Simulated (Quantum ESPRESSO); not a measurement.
**MnGaAs2 (GaAs8x111 Mn2 nn): which magnetic order is lowest**

Does MnGaAs2 (GaAs8x111 Mn2 nn) prefer parallel or opposed moments?

Program: Quantum ESPRESSO 7.5. Level of theory: PBE with U = 4 eV on Mn d (ortho-atomic projectors); plane waves with GBRV 1.5 PBE potentials, no spin-orbit coupling. Results are calculated unless marked as measured.

## (1) Set-up

The structure is tetragonal, space group P-4m2 (No. 115). Conventional cell: a = 3.997 Å, b = 3.997 Å, c = 5.653 Å, α = 90.00°, β = 90.00°, γ = 90.00°. Nearest to Mn lie 4 As at 2.45 Å. Nearest to As lie 2 Mn at 2.45 Å and 2 Ga at 2.45 Å. Ga has 4 As at 2.45 Å nearest. substitutional dopants on the host's measured lattice, atoms not relaxed. Farther neighbours are not listed.

The cell was typed by rule, not taken from a database of measured structures.

## (2) Run 1 (ferro ++)

The signs are those of the starting moments on the seeded atoms, the atoms that are given a moment.

pw.in reads:

```
&CONTROL
  calculation = 'scf'
  prefix = 'pwscf'
  outdir = './tmp'
  pseudo_dir = './pseudo'
  disk_io = 'nowf'
/
&SYSTEM
  ibrav = 0
  celldm(1) = 8
  nat = 8
  ntyp = 3
  ecutwfc = 40
  ecutrho = 280
  nbnd = 61
  occupations = 'smearing'
  smearing = 'fd'
  degauss = 0.00367493
  nspin = 2
  starting_magnetization(1) = 0.3
  starting_magnetization(2) = 0
  starting_magnetization(3) = 0
/
&ELECTRONS
  conv_thr = 1.6d-08
  electron_maxstep = 150
  mixing_beta = 0.3
/
ATOMIC_SPECIES
Mn     54.9380 mn_pbe_v1.5.uspp.F.UPF
As     74.9216 as_pbe_v1.uspp.F.UPF
Ga     69.7230 ga_pbe_v1.4.uspp.F.UPF
CELL_PARAMETERS alat
   1.3353277228137    0.0000000000000    0.0000000000000
   0.0000000000000    1.3353277228137    0.0000000000000
   0.0000000000000    0.0000000000000    1.3353277228137
ATOMIC_POSITIONS crystal
Mn      0.0000000000    0.0000000000    0.0000000000
As      0.2500000000    0.2500000000    0.2500000000
Mn      0.0000000000    0.5000000000    0.5000000000
As      0.2500000000    0.7500000000    0.7500000000
Ga      0.5000000000    0.0000000000    0.5000000000
As      0.7500000000    0.2500000000    0.7500000000
Ga      0.5000000000    0.5000000000    0.0000000000
As      0.7500000000    0.7500000000    0.2500000000
K_POINTS automatic
5 5 5 0 0 0
HUBBARD {ortho-atomic}
U Mn-3d 4.0000
```

The run is started by

```sh
OMP_NUM_THREADS=1 mpirun -n 4 pw.x -nk 4 -in pw.in > pw.out
```

The program printed:

```text
Program PWSCF v.7.5 starts

     Found identity + (  0.0000 -0.5000 -0.5000) symmetry
     This is a supercell, fractional translations are disabled
     Message from routine setup:
     using ibrav=0 with symmetry is DISCOURAGED, use correct ibrav instead

     K-points division:     npool     =       4
     Subspace diagonalization in iterative solution of the eigenvalue problem:

     G-vector sticks info
     --------------------
     sticks:   dense  smooth     PW     G-vecs:    dense   smooth      PW
     Sum        2553    1457    421                96561    41851    6355

     Using Slab Decomposition

     bravais-lattice index     =            0
     lattice parameter (alat)  =       8.0000  a.u.
     unit-cell volume          =    1219.0838 (a.u.)^3
     number of atoms/cell      =            8
     number of atomic types    =            3
     number of electrons       =        88.00
     number of Kohn-Sham states=           61
     kinetic-energy cutoff     =      40.0000  Ry
     charge density cutoff     =     280.0000  Ry
     scf convergence threshold =      1.6E-08
     mixing beta               =       0.3000
     number of iterations used =            8  plain     mixing
     Exchange-correlation=  SLA  PW   PBX  PBC
                           (   1   4   3   4   0   0   0)
     Hubbard projectors: ortho-atomic
     Hubbard parameters of DFT+U (Dudarev formulation) in eV:
     U(Mn-3d) =  4.0000

     Internal variables: lda_plus_u =T, lda_plus_u_kind = 0

     Internal variables: orbital_resolved =F, hub_pot_fix =F, apply_U = F

     celldm(1)=   8.000000  celldm(2)=   0.000000  celldm(3)=   0.000000
     celldm(4)=   0.000000  celldm(5)=   0.000000  celldm(6)=   0.000000

     crystal axes: (cart. coord. in units of alat)
               a(1) = (   1.335328   0.000000   0.000000 )
               a(2) = (   0.000000   1.335328   0.000000 )
               a(3) = (   0.000000   0.000000   1.335328 )

     reciprocal axes: (cart. coord. in units 2 pi/alat)
               b(1) = (  0.748880  0.000000  0.000000 )
               b(2) = (  0.000000  0.748880  0.000000 )
               b(3) = (  0.000000  0.000000  0.748880 )

     PseudoPot. # 1 for Mn read from file:
     mn_pbe_v1.5.uspp.F.UPF
     Pseudo is Ultrasoft + core correction, Zval = 15.0
     Generated by new atomic code, or converted to UPF format
     Using radial grid of  859 points,  6 beta functions with:
                l(1) =   0
                l(2) =   0
                l(3) =   1
                l(4) =   1
                l(5) =   2
                l(6) =   2
     Q(r) pseudized with  8 coefficients,  rinner =    0.950   0.950   0.950
                                                       0.950   0.950

     PseudoPot. # 2 for As read from file:
     as_pbe_v1.uspp.F.UPF
     Pseudo is Ultrasoft + core correction, Zval =  5.0
     Generated by new atomic code, or converted to UPF format
     Using radial grid of  875 points,  6 beta functions with:
                l(1) =   0
                l(2) =   0
                l(3) =   1
                l(4) =   1
                l(5) =   2
                l(6) =   2
     Q(r) pseudized with  8 coefficients,  rinner =    1.300   1.300   1.300
                                                       1.300   1.300

     PseudoPot. # 3 for Ga read from file:
     ga_pbe_v1.4.uspp.F.UPF
     Pseudo is Ultrasoft + core correction, Zval = 19.0
     Generated by new atomic code, or converted to UPF format
     Using radial grid of  871 points,  6 beta functions with:
                l(1) =   0
                l(2) =   0
                l(3) =   1
                l(4) =   1
                l(5) =   2
                l(6) =   2
     Q(r) pseudized with  8 coefficients,  rinner =    1.250   1.250   1.250
                                                       1.250   1.250

     atomic species   valence    mass     pseudopotential
     Mn               15.00    54.93800     Mn( 1.00)
     As                5.00    74.92160     As( 1.00)
     Ga               19.00    69.72300     Ga( 1.00)

     Starting magnetic structure
     atomic species   magnetization
     Mn              0.300
     As              0.000
     Ga              0.000

      8 Sym. Ops. (no inversion) found

   Cartesian axes

     site n.     atom                  positions (alat units)
         1        Mn     tau(   1) = (   0.0000000   0.0000000   0.0000000  )
         2        As     tau(   2) = (   0.3338319   0.3338319   0.3338319  )
         3        Mn     tau(   3) = (   0.0000000   0.6676639   0.6676639  )
         4        As     tau(   4) = (   0.3338319   1.0014958   1.0014958  )
         5        Ga     tau(   5) = (   0.6676639   0.0000000   0.6676639  )
         6        As     tau(   6) = (   1.0014958   0.3338319   1.0014958  )
         7        Ga     tau(   7) = (   0.6676639   0.6676639   0.0000000  )
         8        As     tau(   8) = (   1.0014958   1.0014958   0.3338319  )

     number of k points=    18  Fermi-Dirac smearing, width (Ry)=  0.0037
                       cart. coord. in units 2pi/alat
        k(    1) = (   0.0000000   0.0000000   0.0000000), wk =   0.0080000
        k(    2) = (   0.0000000   0.0000000   0.1497760), wk =   0.0320000
        k(    3) = (   0.0000000   0.0000000   0.2995519), wk =   0.0320000
        k(    4) = (   0.0000000   0.1497760   0.1497760), wk =   0.0320000
        k(    5) = (   0.0000000   0.1497760   0.2995519), wk =   0.0640000
        [... 13 further k-points ...]

     Dense  grid:    96561 G-vectors     FFT dimensions: (  60,  60,  60)

     Smooth grid:    41851 G-vectors     FFT dimensions: (  45,  45,  45)

     Check: negative core charge=   -0.000013
     Generating pointlists ...
     new r_m :   0.2385 (alat units)  1.9081 (a.u.) for type    1
     new r_m :   0.2385 (alat units)  1.9081 (a.u.) for type    2
     new r_m :   0.2385 (alat units)  1.9081 (a.u.) for type    3

     Initial potential from superposition of free atoms

     starting charge      84.9988, renormalised to      88.0000

     STARTING HUBBARD OCCUPATIONS:

     =================== HUBBARD OCCUPATIONS ===================
     ------------------------ ATOM    1 ------------------------
     Tr[ns(  1)] (up, down, total) =   5.00000  0.00000  5.00000
     Atomic magnetic moment for atom   1 =   5.00000
     [... lines left out ...]
     ------------------------ ATOM    3 ------------------------
     Tr[ns(  3)] (up, down, total) =   5.00000  0.00000  5.00000
     Atomic magnetic moment for atom   3 =   5.00000
     [... lines left out ...]
     Number of occupied Hubbard levels =   10.0000

     Atomic wfc used for Hubbard projectors are orthogonalized

     Starting wfcs are   66 randomized atomic wfcs

     Self-consistent Calculation

     iteration #  1     ecut=    40.00 Ry     beta= 0.30
     Davidson diagonalization with overlap
     ethr =  1.00E-02,  avg # of iterations =  4.4

     =================== HUBBARD OCCUPATIONS ===================
     ------------------------ ATOM    1 ------------------------
     Tr[ns(  1)] (up, down, total) =   4.09680  0.17499  4.27179
     Atomic magnetic moment for atom   1 =   3.92181
     [... lines left out ...]
     ------------------------ ATOM    3 ------------------------
     Tr[ns(  3)] (up, down, total) =   4.09655  0.17499  4.27155
     Atomic magnetic moment for atom   3 =   3.92156
     [... lines left out ...]
     Number of occupied Hubbard levels =    8.5433

     total energy              =   -1411.58059969 Ry
     estimated scf accuracy    <      10.63421135 Ry

     total magnetization       =     8.00 Bohr mag/cell
     absolute magnetization    =     8.72 Bohr mag/cell

     iteration #  2     ecut=    40.00 Ry     beta= 0.30
     Davidson diagonalization with overlap
     ethr =  1.00E-02,  avg # of iterations =  2.0

     total energy              =   -1413.90427415 Ry
     estimated scf accuracy    <       0.42458553 Ry

     total magnetization       =     8.00 Bohr mag/cell
     absolute magnetization    =     9.52 Bohr mag/cell

     iteration #  3     ecut=    40.00 Ry     beta= 0.30
     Davidson diagonalization with overlap
     ethr =  4.82E-04,  avg # of iterations =  3.6

     total energy              =   -1413.99044420 Ry
     estimated scf accuracy    <       0.07398555 Ry

     total magnetization       =     8.00 Bohr mag/cell
     absolute magnetization    =     9.83 Bohr mag/cell

     [... further iterations left out ...]

     iteration # 11     ecut=    40.00 Ry     beta= 0.30
     Davidson diagonalization with overlap
     ethr =  4.76E-09,  avg # of iterations =  2.0

     negative rho (up, down):  0.000E+00 1.155E-03

     total energy              =   -1414.01496325 Ry
     estimated scf accuracy    <       0.00000065 Ry

     total magnetization       =     8.00 Bohr mag/cell
     absolute magnetization    =    10.10 Bohr mag/cell

     iteration # 12     ecut=    40.00 Ry     beta= 0.30
     Davidson diagonalization with overlap
     ethr =  7.43E-10,  avg # of iterations =  2.2

     negative rho (up, down):  0.000E+00 1.156E-03

     total energy              =   -1414.01496352 Ry
     estimated scf accuracy    <       0.00000007 Ry

     total magnetization       =     8.00 Bohr mag/cell
     absolute magnetization    =    10.10 Bohr mag/cell

     iteration # 13     ecut=    40.00 Ry     beta= 0.30
     Davidson diagonalization with overlap
     ethr =  7.47E-11,  avg # of iterations =  4.1

     negative rho (up, down):  0.000E+00 1.156E-03

     total energy              =   -1414.01496358 Ry
     estimated scf accuracy    <       0.00000004 Ry

     total magnetization       =     8.00 Bohr mag/cell
     absolute magnetization    =    10.11 Bohr mag/cell

     iteration # 14     ecut=    40.00 Ry     beta= 0.30
     Davidson diagonalization with overlap
     ethr =  4.52E-11,  avg # of iterations =  2.1

     negative rho (up, down):  0.000E+00 1.155E-03

     Magnetic moment per site  (integrated on atomic sphere of radius R)
     atom   1 (R=0.239)  charge= 13.0248  magn=  4.0653
     atom   2 (R=0.239)  charge=  2.7450  magn= -0.1700
     atom   3 (R=0.239)  charge= 13.0248  magn=  4.0653
     atom   4 (R=0.239)  charge=  2.7450  magn= -0.1700
     atom   5 (R=0.239)  charge= 17.0415  magn=  0.0265
     atom   6 (R=0.239)  charge=  2.7450  magn= -0.1700
     atom   7 (R=0.239)  charge= 17.0415  magn=  0.0265
     atom   8 (R=0.239)  charge=  2.7450  magn= -0.1700

     End of self-consistent calculation

     =================== HUBBARD OCCUPATIONS ===================
     ------------------------ ATOM    1 ------------------------
     Tr[ns(  1)] (up, down, total) =   4.86232  0.45597  5.31829
     Atomic magnetic moment for atom   1 =   4.40635
     [... lines left out ...]
     ------------------------ ATOM    3 ------------------------
     Tr[ns(  3)] (up, down, total) =   4.86232  0.45598  5.31830
     Atomic magnetic moment for atom   3 =   4.40635
     [... lines left out ...]
     Number of occupied Hubbard levels =   10.6366

     [... lines left out ...]
     the Fermi energy is     6.9681 ev

!    total energy              =   -1414.01496361 Ry
     estimated scf accuracy    <          2.1E-09 Ry
     smearing contrib. (-TS)   =      -0.00088115 Ry
     internal energy E=F+TS    =   -1414.01408246 Ry

     The total energy is F=E-TS. E is the sum of the following terms:
     one-electron contribution =   -1139.33737008 Ry
     hartree contribution      =     595.51577381 Ry
     xc contribution           =    -276.86463944 Ry
     ewald contribution        =    -593.48536052 Ry
     Hubbard energy            =       0.15751378 Ry

     total magnetization       =     8.00 Bohr mag/cell
     absolute magnetization    =    10.11 Bohr mag/cell

     convergence has been achieved in  14 iterations

=------------------------------------------------------------------------------=
   JOB DONE.
=------------------------------------------------------------------------------=
```

It took 2.8 min on 4 MPI ranks of Intel Xeon at 2.70GHz, shared host; peak memory 1 GiB.

Spin moment in the atom's sphere by atom:

```
atom  spin moment in the atom's sphere (μB)
 Mn1                                   4.07
 As2                                  -0.17
 Mn3                                   4.07
 As4                                  -0.17
 Ga5                                   0.03
 As6                                  -0.17
 Ga7                                   0.03
 As8                                  -0.17
```

Numbers from this step:

```yaml
smearing_term_ts: 0.01199 eV
magnetization: 8 μB
absolute_magnetization: 10.11 μB
final_state: ferromagnetic
```

[end of part 1 of 2]

[Logs and program files are shortened in this print: banners, set-up blocks, solver, clock and traceback lines can be left out without a mark of their own.]

[Logs are printed without paths, hosts, clocks, repeated set-up lines and the standing remarks that a program may print on its own settings, such as how far it seeks lower states.]

[Hosts, paths, dates, database ids (printed as entryN), source tags and the programs' standing remarks are cut or masked in the printed files.]

[Where a cell is said to come from a database of computed structures, the database is the Materials Project.]
